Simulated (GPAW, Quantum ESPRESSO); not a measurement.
# Core-hole calculation of the O K edge in Ag2PdO2 (Immm), part 2 of 3

Do two independent programs agree on the O K edge of Ag2PdO2 (Immm)? The same cell and functional are run with XSpectra and with GPAW.

Quantum ESPRESSO 7.5 and GPAW 26.7.0; core-hole supercells, plane-wave PAW LDA.

So far. Step 2 (The field without a hole (Quantum ESPRESSO)): The mesh shows no gap, so the system is treated as a metal and the core electron is put at the Fermi level (neutral cell). Step 3 (Spectrum without a core hole,  (Quantum ESPRESSO)): The time allowed ran out, so this step gives no result.

### 6. Supercell with XCH, O atom 4 (Quantum ESPRESSO)

Level of this step: plane-wave PAW DFT, LDA, scalar-relativistic, self-consistent field (Quantum ESPRESSO).

The holes are 5.5 Å apart. The excited electron is kept in the cell, where it fills the lowest empty states and screens the hole.

The absorber has 2 Pd at 2.03 Å and 2 Ag at 2.28 Å (4-fold, site symmetry mm2).

File scf.in:

```
&control
   calculation='scf', prefix='x', pseudo_dir='../pp', outdir='tmp', tprnfor=.true.
/
&system
   ibrav=0, nat=10, ntyp=4, nbnd=55
   ecutwfc=50, ecutrho=500
   occupations='smearing', smearing='mv', degauss=0.015
/
&electrons
   conv_thr=1.0e-07, electron_maxstep=120
   mixing_beta=0.5
/
ATOMIC_SPECIES
Ag 1.0 Ag.lda-n-kjpaw.UPF
Pd 1.0 Pd.lda-n-kjpaw.UPF
O0 1.0 O.lda-n-kjpaw-1sch.UPF
O 1.0 O.lda-n-kjpaw.UPF
CELL_PARAMETERS angstrom
  3.00803000 -4.55523000 0.00000000
  3.00803000 4.55523000 0.00000000
  -1.50401500 2.27761500 4.94885000
ATOMIC_POSITIONS crystal
Ag   0.64242000 0.00000000 0.28484000
Ag   0.14242000 0.50000000 0.28484000
Ag   0.35758000 0.00000000 0.71516000
Ag   0.85758000 0.50000000 0.71516000
Pd   0.00000000 0.00000000 0.00000000
Pd   0.50000000 0.50000000 0.00000000
O0   0.38730000 0.25000000 0.27460000
O    0.88730000 0.75000000 0.27460000
O    0.11270000 0.25000000 0.72540000
O    0.61270000 0.75000000 0.72540000
K_POINTS automatic
6 5 6 0 0 0
```

Command:

```bash
$ OMP_NUM_THREADS=1 mpirun --oversubscribe --bind-to none -np 4 pw.x -nk 4 -in scf.in > scf.out
```

The program printed:

```text
     [... banner and references ...]
[banner, memory and clock lines left out]
using ibrav=0 with symmetry is DISCOURAGED, use correct ibrav instead

     G-vector sticks info

     bravais-lattice index     =            0
     lattice parameter (alat)  =      10.3156  a.u.
     unit-cell volume          =     915.2155 (a.u.)^3
     number of atoms/cell      =           10
     number of atomic types    =            4
     number of electrons       =        89.00
     number of Kohn-Sham states=           55
     kinetic-energy cutoff     =      50.0000  Ry
     charge density cutoff     =     500.0000  Ry
     scf convergence threshold =      1.0E-07
     mixing beta               =       0.5000
     number of iterations used =            8  plain     mixing
     Exchange-correlation= SLA  PZ   NOGX NOGC
                           (   1   1   0   0   0   0   0)

     celldm(1)=  10.315614  celldm(2)=   0.000000  celldm(3)=   0.000000
     celldm(4)=   0.000000  celldm(5)=   0.000000  celldm(6)=   0.000000

     crystal axes: (cart. coord. in units of alat)
               a(1) = (   0.551044  -0.834476   0.000000 )
               a(2) = (   0.551044   0.834476   0.000000 )
               a(3) = (  -0.275522   0.417238   0.906584 )

     reciprocal axes: (cart. coord. in units 2 pi/alat)
               b(1) = (  0.907369 -0.599178  0.551521 )
               b(2) = (  0.907369  0.599178  0.000000 )
               b(3) = ( -0.000000  0.000000  1.103042 )

     PseudoPot. #1 for Ag:     Pseudo is Projector augmented-wave + core cor, Zval = 11.0

     PseudoPot. #2 for Pd:     Pseudo is Projector augmented-wave + core cor, Zval = 10.0

[...]
ethr =  1.80E-10,  avg # of iterations =  4.3

     End of self-consistent calculation

          k = 0.0000 0.0000 0.0000 (  5419 PWs)   bands (ev):

   -11.3004  -8.2727  -7.7968  -7.5329   2.0570   2.1551   2.3099   3.8116
     4.0292   4.0670   4.5054   4.7760   4.8755   5.3372   5.6040   5.8568
     6.2437   6.2921   6.4298   6.4357   6.6499   6.6764   6.8617   7.0358
     7.1962   7.3497   7.3526   7.4634   7.5810   7.6299   7.6458   7.8034
     7.8173   8.0359   8.1383   8.2381   8.3499   8.5207   8.6622   8.6829
     9.2302   9.7085   9.9097  10.1935  10.3067  11.5757  11.9486  12.2108
    13.9578  15.3534  15.6642  16.1416  16.8364  17.3259  17.8721

     [... bands of 54 further k-points ...]

     the Fermi energy is    10.9499 ev

!    total energy              =   -2197.93720050 Ry
     total all-electron energy =    -63214.176760 Ry
     estimated scf accuracy    <       0.00000006 Ry
     smearing contrib. (-TS)   =      -0.00057284 Ry
     internal energy E=F+TS    =   -2197.93662767 Ry

     The total energy is F=E-TS. E is the sum of the following terms:
     one-electron contribution =     -31.08733484 Ry
     hartree contribution      =     119.56364861 Ry
     xc contribution           =    -161.94880132 Ry
     ewald contribution        =    -509.87503194 Ry
     one-center paw contrib.   =   -1614.58910818 Ry

     convergence has been achieved in  12 iterations

     Forces acting on atoms (cartesian axes, Ry/au):

     atom    1 type  1   force =    -0.00061188   -0.02974374    0.00099771
     atom    2 type  1   force =     0.00061188    0.02974374    0.00099771
     atom    3 type  1   force =    -0.00596057    0.00234327    0.00877418
[...]
atom    9 type  4   force =     0.00000000    0.00000000   -0.01155123
     atom   10 type  4   force =     0.00000000    0.00000000   -0.00678204

     Total force =     0.110100     Total SCF correction =     0.000440

     XML data file, charge density, pseudopotentials, collected wavefunctions
```

Run time: 77 s. Hardware: 4 MPI ranks of AMD EPYC 9R14 (Zen 4), shared host; peak memory 0.36 GiB; 5.1 min of CPU time.

Energy with the hole: -860072.690 eV, cores included.

### 7. Spectrum with XCH, O atom 4 (Quantum ESPRESSO)

The Lanczos recursion gives the spectrum without computing empty bands; each polarisation needs a run of its own on the full k mesh. xe0 is set between filled and empty states, and states below it are cut, here at the Fermi level, which holds the excited electron. The file of filecore holds the core orbital, taken from the hole-free data set.

File xspectra.in:

```
&input_xspectra
   calculation='xanes_dipole', edge='K'
   prefix='x', outdir='tmp', xiabs=3, xe0=10.9499
   xonly_plot=.false., x_save_file='xanes.sav'
   xniter=3000, xcheck_conv=20, xerror=0.005
   xcoordcrys=.false., xepsilon(1)=1, xepsilon(2)=0, xepsilon(3)=0
/
&plot
   xnepoint=413, xemin=-10, xemax=45, terminator=.true., cut_occ_states=.true.
   xgamma=0.4
/
&pseudos
   filecore='../O.wfc'
/
&cut_occ
   cut_desmooth=0.1, cut_stepl=0.05, cut_stepu=0.05, cut_ierror=1e-5
/
7 6 7 0 0 0
```

xspectra_1.in, as its differences from xspectra.in of step 7:

```diff
@@ -5,3 +5,3 @@
    xniter=3000, xcheck_conv=20, xerror=0.005
-   xcoordcrys=.false., xepsilon(1)=1, xepsilon(2)=0, xepsilon(3)=0
+   xcoordcrys=.false., xepsilon(1)=0, xepsilon(2)=1, xepsilon(3)=0
 /
```

xspectra_2.in, as its differences from xspectra_1.in of step 7:

```diff
@@ -5,3 +5,3 @@
    xniter=3000, xcheck_conv=20, xerror=0.005
-   xcoordcrys=.false., xepsilon(1)=0, xepsilon(2)=1, xepsilon(3)=0
+   xcoordcrys=.false., xepsilon(1)=0, xepsilon(2)=0, xepsilon(3)=1
 /
```

Command:

```bash
$ OMP_NUM_THREADS=1 mpirun --oversubscribe --bind-to none -np 4 xspectra.x -nk 4 -in xspectra.in > xspectra.out
```

The program printed:

```text
     [... banner and references ...]
Reading input_file

     calculation: xanes_dipole

     xepsilon  [cartesian coordinates]:   1.000000   0.000000   0.000000

     xonly_plot: FALSE
        => complete calculation: Lanczos + spectrum plot

     filecore (core-wavefunction file): ../O.wfc

     main plot parameters:
        cut_occ_states: TRUE
        gamma_mode:  constant
        -> using xgamma [eV]:  0.40
        xemin [eV]: -10.00
        xemax [eV]:  45.00
        xnepoint:  413
        xe0 [eV]:  10.949900 (energy zero read in input file)

     WARNING: variable ef_r is obsolete

                      Reading SCF save directory: x.save

     tmp/x.save/

     Exchange-correlation= PZ
                           (   1   1   0   0   0   0   0)

     G-vector sticks info

                           Getting the Fermi energy

     From SCF save directory:
        ehomo [eV]:   11.3103 (highest occupied level)
        elumo [eV]:   11.3205 (lowest occupied level)
        ef    [eV]:   11.3103

     -> ef (in eV) will be written in x_save_file

                           Energy zero of the spectrum

     -> ef will NOT be used as energy zero of the spectrum
       (because xe0 read in input file)

     G-vector sticks info

     bravais-lattice index     =            0
     lattice parameter (alat)  =      10.3156  a.u.
     unit-cell volume          =     915.2155 (a.u.)^3
     number of atoms/cell      =           10
     number of atomic types    =            4
     number of electrons       =        89.00
     number of Kohn-Sham states=           55
     kinetic-energy cutoff     =      50.0000  Ry
     charge density cutoff     =     500.0000  Ry
     Exchange-correlation= PZ
                           (   1   1   0   0   0   0   0)

     celldm(1)=  10.315614  celldm(2)=   0.000000  celldm(3)=   0.000000
     celldm(4)=   0.000000  celldm(5)=   0.000000  celldm(6)=   0.000000

     crystal axes: (cart. coord. in units of alat)
               a(1) = (   0.551044  -0.834476   0.000000 )
               a(2) = (   0.551044   0.834476   0.000000 )
               a(3) = (  -0.275522   0.417238   0.906584 )

     reciprocal axes: (cart. coord. in units 2 pi/alat)
               b(1) = (  0.907369 -0.599178  0.551521 )
               b(2) = (  0.907369  0.599178  0.000000 )
               b(3) = ( -0.000000  0.000000  1.103042 )

     PseudoPot. #1 for Ag:     Pseudo is Projector augmented-wave + core cor, Zval = 11.0

     PseudoPot. #2 for Pd:     Pseudo is Projector augmented-wave + core cor, Zval = 10.0

     ../pp/O.lda-n-kjpaw-1sch.UPF
     Pseudo is Projector augmented-wave + core cor, Zval =  7.0
     Shape of augmentation charge: PSQ
     Using radial grid of 1095 points,  4 beta functions with:
                l(1) =   0
                l(2) =   0
                l(3) =   1
                l(4) =   1
     Q(r) pseudized with 0 coefficients

     ../pp/O.lda-n-kjpaw.UPF
     Pseudo is Projector augmented-wave + core cor, Zval =  6.0
     Shape of augmentation charge: PSQ
     Using radial grid of 1095 points,  4 beta functions with:
                l(1) =   0
                l(2) =   0
                l(3) =   1
                l(4) =   1
     Q(r) pseudized with 0 coefficients

     atomic species   valence    mass     pseudopotential
     Ag               11.00     1.00000     Ag( 1.00)
     Pd               10.00     1.00000     Pd( 1.00)
     O0                7.00     1.00000     O ( 1.00)
     O                 6.00     1.00000     O ( 1.00)

      2 Sym. Ops. (no inversion) found

   Cartesian axes

     site n.     atom                  positions (alat units)
         1        Ag     tau(   1) = (   0.2755218  -0.4172382   0.2582314  )
         2        Ag     tau(   2) = (   0.2755218   0.4172382   0.2582314  )
         3        Ag     tau(   3) = (   0.0000000  -0.0000000   0.6483526  )
         4        Ag     tau(   4) = (   0.5510436  -0.0000000   0.6483526  )
         5        Pd     tau(   5) = (   0.0000000   0.0000000   0.0000000  )
         6        Pd     tau(   6) = (   0.5510436   0.0000000   0.0000000  )
         7        O0     tau(   7) = (   0.2755218   0.0000000   0.2489480  )
         8        O      tau(   8) = (   0.8265654   0.0000000   0.2489480  )
         9        O      tau(   9) = (  -0.0000000   0.4172382   0.6576361  )
        10        O      tau(  10) = (   0.5510436   0.4172382   0.6576361  )

     number of k points=   294  Marzari-Vanderbilt smearing, width (Ry)=  0.0150

     Number of k-points >= 100: set verbosity='high' to print them.

     Dense  grid:   172775 G-vectors     FFT dimensions: (  80,  80,  80)

     Smooth grid:    43657 G-vectors     FFT dimensions: (  48,  48,  50)

     The potential is recalculated from file :
     tmp/x.save/charge-density

     Starting wfcs are   70 atomic wfcs
     Checking if some PAW data can be deallocated...

               Reading core wavefunction file for the absorbing atom

     ../O.wfc successfully read

                              Attributing the PAW radii
                     for the absorbing atom [units: Bohr radius]

        PAW proj 1: r_paw(l= 0)= 1.95  (1.5*r_cut)
        PAW proj 2: r_paw(l= 0)= 1.95  (1.5*r_cut)
        PAW proj 3: r_paw(l= 1)= 2.03  (1.5*r_cut)
        PAW proj 4: r_paw(l= 1)= 2.03  (1.5*r_cut)

        NB: The calculation will not necessary use all these r_paw values.
            - For a edge in the electric-dipole approximation,
              only the r_paw(l=1) values are used.
            - For a K edge in the electric-quadrupole approximation,
              only the r_paw(l=2) values are used.

            - For a L2 or L3 edge in the electric-quadrupole approximation,

              all projectors (s, p and d) are used.

                          Starting XANES calculation
                     in the electric dipole approximation

     Method of calculation based on the Lanczos recursion algorithm
        - STEP 1: Construction of a kpoint-dependent Lanczos basis,
          in which the Hamiltonian is tridiagonal (each 'iter'
          corresponds to the calculation of one more Lanczos vector)
        - STEP 2: Calculation of the cross-section as a continued fraction
          averaged over the k-points.

     ... Begin STEP 1 ...

        Radial transition matrix element(s) used in the calculation of the
        initial vector of the Lanczos basis (|tilde{phi}_abs> normalized)
        | For PAW proj. (l=1) #1: radial matrix element =   0.161351071
        | For PAW proj. (l=1) #2: radial matrix element =   0.207521030

NB: the    74 k-point are not all listed below because npool=  4
        |-------------------------------------------------------------
        ! k-point #     1:  ( 0.0000,  0.0000,  0.0000),  0.0068,   1
        |-------------------------------------------------------------
 okvan= T
        |   Norm of the initial Lanczos vector: 0.11105445E+00
        |   Estimated error at iter     20:   1.00549923
        |   Estimated error at iter     40:   0.19093941
        |   Estimated error at iter     60:   0.21801750
        |   Estimated error at iter     80:   0.11477957
        |   Estimated error at iter    100:   0.10280940
[...]
!   => CONVERGED at iter    280 with error=  0.00215375
        |-------------------------------------------------------------
        ! k-point #     2:  ( 0.0000,  0.0000,  0.1576),  0.0068,   1
        |-------------------------------------------------------------
 okvan= T
        |   Norm of the initial Lanczos vector: 0.11107452E+00
[...]
!   => CONVERGED at iter    300 with error=  0.00225067
        |-------------------------------------------------------------
     [... 71 further k-points ...]
        ! k-point #    74:  ( 0.7345,  0.3139,  0.5515),  0.0068,   1
        |-------------------------------------------------------------
 okvan= T
        |   Norm of the initial Lanczos vector: 0.11105736E+00
[...]
|   Estimated error at iter    240:   0.01601829
        |   Estimated error at iter    260:   0.01667998
        |   Estimated error at iter    280:   0.01566292
        !   => CONVERGED at iter    300 with error=  0.00405880

     Results of STEP 1 successfully written in x_save_file
     x_save_file name:
     ->  xanes.sav
     x_save_file version:  2

     ... End STEP 1 ...

     ... Begin STEP 2 ...

     The spectrum is calculated using the following parameters:
        xe0 [eV]:   10.9499
        the occupied states are elimintate from the spectrum
        xemin [eV]: -10.00
        xemax [eV]:  45.00
        xnepoint:  413
        constant broadening parameter [eV]:    0.400
        Core level energy [eV]:  -543.1
         (from electron binding energy of neutral atoms in X-ray data booklet)

     Cross-section successfully written in xanes.dat

     ... End STEP 2 ...

                                END JOB XSpectra
```

It took 6.5 min on 4 MPI ranks; peak memory 0.26 GiB.

The O K spectrum, O atom 4, excited-electron core hole (neutral cell) (energy from the energy zero of the input (xe0, at the border of filled and empty states); intensity scaled to a mean of 1 over the first 20 eV; the points at xe0, where the cut of filled states can leave a spike, are interpolated; polarised curves are means over the symmetry-equivalent atoms):

```tsv
E (eV)	isotropic	ε ∥ x	ε ∥ y	ε ∥ z
-2.0	0.11	0.12	0.09	0.12
-1.5	0.15	0.17	0.12	0.17
-1.0	0.24	0.27	0.18	0.28
-0.5	0.48	0.54	0.32	0.58
0.0	1.34	1.49	0.82	1.70
0.5	2.16	2.58	1.39	2.50
1.0	2.15	2.83	2.09	1.53
1.5	1.42	1.37	1.60	1.29
2.0	1.00	0.91	0.98	1.11
2.5	0.95	0.84	0.90	1.10
3.0	0.94	0.81	0.91	1.08
3.5	0.99	0.84	1.09	1.03
4.0	1.04	0.80	1.30	1.01
4.5	1.05	0.80	1.35	0.99
5.0	1.02	0.82	1.24	1.01
5.5	1.14	0.87	1.30	1.25
6.0	1.24	1.04	1.32	1.37
6.5	1.32	1.43	1.16	1.36
7.0	1.33	1.77	0.99	1.23
7.5	1.17	1.79	0.79	0.91
8.0	1.02	1.63	0.67	0.76
8.5	0.81	1.08	0.64	0.72
9.0	0.81	1.00	0.73	0.70
9.5	0.79	0.89	0.82	0.66
10.0	0.88	0.94	0.97	0.73
10.5	0.99	1.04	1.02	0.91
11.0	1.03	1.12	1.00	0.97
11.5	1.01	1.17	0.93	0.93
12.0	0.98	1.17	0.84	0.91
12.5	0.98	1.16	0.78	1.02
13.0	1.06	1.24	0.85	1.09
13.5	1.06	1.19	0.94	1.05
14.0	1.09	1.10	1.04	1.12
14.5	1.13	1.13	1.11	1.15
15.0	1.02	1.10	0.91	1.07
15.5	0.85	0.89	0.72	0.95
16.0	0.65	0.63	0.58	0.74
16.5	0.58	0.53	0.53	0.68
17.0	0.57	0.48	0.54	0.68
17.5	0.54	0.45	0.52	0.65
18.0	0.50	0.40	0.48	0.62
18.5	0.50	0.36	0.43	0.70
19.0	0.53	0.36	0.45	0.78
19.5	0.61	0.42	0.50	0.89
20.0	0.65	0.50	0.50	0.93
20.5	0.67	0.53	0.57	0.90
21.0	0.65	0.50	0.62	0.82
21.5	0.71	0.51	0.70	0.91
22.0	0.81	0.59	0.87	0.95
22.5	0.85	0.64	1.02	0.89
23.0	0.88	0.68	1.13	0.83
23.5	0.92	0.80	1.15	0.82
24.0	0.97	0.91	1.16	0.84
24.5	0.98	0.99	1.17	0.79
25.0	1.10	1.18	1.22	0.88
25.5	1.30	1.55	1.30	1.05
26.0	1.26	1.59	1.18	1.03
26.5	1.00	1.13	0.99	0.87
27.0	0.86	0.90	0.88	0.79
27.5	0.77	0.80	0.84	0.67
28.0	0.72	0.73	0.83	0.61
28.5	0.70	0.73	0.80	0.58
29.0	0.70	0.71	0.83	0.55
29.5	0.70	0.66	0.92	0.53
30.0	0.75	0.69	0.97	0.58
30.5	0.73	0.74	0.83	0.64
31.0	0.69	0.72	0.77	0.58
31.5	0.67	0.71	0.77	0.53
32.0	0.68	0.73	0.77	0.55
```

Main maxima below 24 eV (height): 0.8 eV (2.23), 6.8 eV (1.36), 11.1 eV (1.03) and 14.4 eV (1.13). A K edge sees empty p states; the first features are O p mixed into the empty d states of the Pd neighbours, and the broad ones above probably into the cations' higher empty bands.

The total-energy difference is 533.70 eV. One term is added: -8.83 eV, since the hole is spin-paired here and a spin-polarised one costs that much less in the free atom (computed apart). The photon energy is then 524.87 eV. The functional leaves an error in such absolute values: in the free atom LDA prices this hole 4.1 eV below PBE (computed apart), and PBE is itself good to a few eV.

### 8. Another broadening

The final state's lifetime shortens with energy, so measured features broaden above the edge; the saved Lanczos coefficients are redrawn with a width that grows.

File xspectra_plot.in:

```
&input_xspectra
   calculation='xanes_dipole', edge='K'
   prefix='x', outdir='tmp', xiabs=3, xe0=10.9499
   xonly_plot=.true., x_save_file='xanes.sav'
   xniter=3000, xcheck_conv=20, xerror=0.005
   xcoordcrys=.false., xepsilon(1)=1, xepsilon(2)=0, xepsilon(3)=0
/
&plot
   xnepoint=413, xemin=-10, xemax=45, terminator=.true., cut_occ_states=.true.
   gamma_mode='variable', gamma_energy(1)=4, gamma_energy(2)=25, gamma_value(1)=0.3, gamma_value(2)=2.5
/
&pseudos
   filecore='../O.wfc'
/
&cut_occ
   cut_desmooth=0.1, cut_stepl=0.05, cut_stepu=0.05, cut_ierror=1e-5
/
7 6 7 0 0 0
```

Command:

```bash
$ OMP_NUM_THREADS=1 xspectra.x -in xspectra_plot.in > xspectra_plot.out
```

The program printed:

```text
     [... banner and references ...]
Reading input_file
     -------------------------------------------------------------------------

     calculation: xanes_dipole

     xonly_plot: TRUE
        => only the spectrum plot

     main plot parameters:
        cut_occ_states: TRUE
        gamma_mode:  variable
        -> first, constant up to point ( 4.00, 0.30) [eV]
        -> then, linear up to point (25.00, 2.50) [eV]
        -> finally, constant up to xemax
        xemin [eV]: -10.00
        xemax [eV]:  45.00
        xnepoint:  413
[...]
xemin [eV]: -10.00
        xemax [eV]:  45.00
        xnepoint:  413
        energy-dependent broadening parameter:
         -> first, constant up to point ( 4.00, 0.30) [eV]
         -> then, linear up to point (25.00, 2.50) [eV]
         -> finally, constant up to xemax
        Core level energy [eV]:  -543.1
         (from electron binding energy of neutral atoms in X-ray data booklet)

     Cross-section successfully written in xanes.dat

     -------------------------------------------------------------------------
                                END JOB XSpectra
     -------------------------------------------------------------------------
[key lines of the parts left out:]
Fermi level [eV]:  11.3103
```

Elapsed: 10 s, on 1 MPI rank; peak memory 0.05 GiB.

With a Lorentzian half width 0.3 eV up to 4 eV, rising linearly to 2.5 eV at 25 eV, the maxima are 0.9 eV (2.43), 6.7 eV (1.27) and 13.2 eV (0.96).

(Part 2 of 3 ends here.)

[Banner, clock and machine lines of the logs are left out without a mark of their own.]

[Logs are printed without paths, hosts, clocks, repeated set-up lines and the standing remarks that a program may print on its own settings, such as how far it seeks lower states.]

[Hosts, paths, dates, database ids (printed as entryN), source tags and the programs' standing remarks are cut or masked in the printed files.]

[Lists of maxima count a maximum above −3 eV only where it reaches 4 % of the highest in the window and stands out from its surroundings by 2 % of it (1.5 % where it reaches 55 %); shoulders and weaker maxima are passed over, and of the rest the first, up to two pre-edge ones and the few strongest are named.]
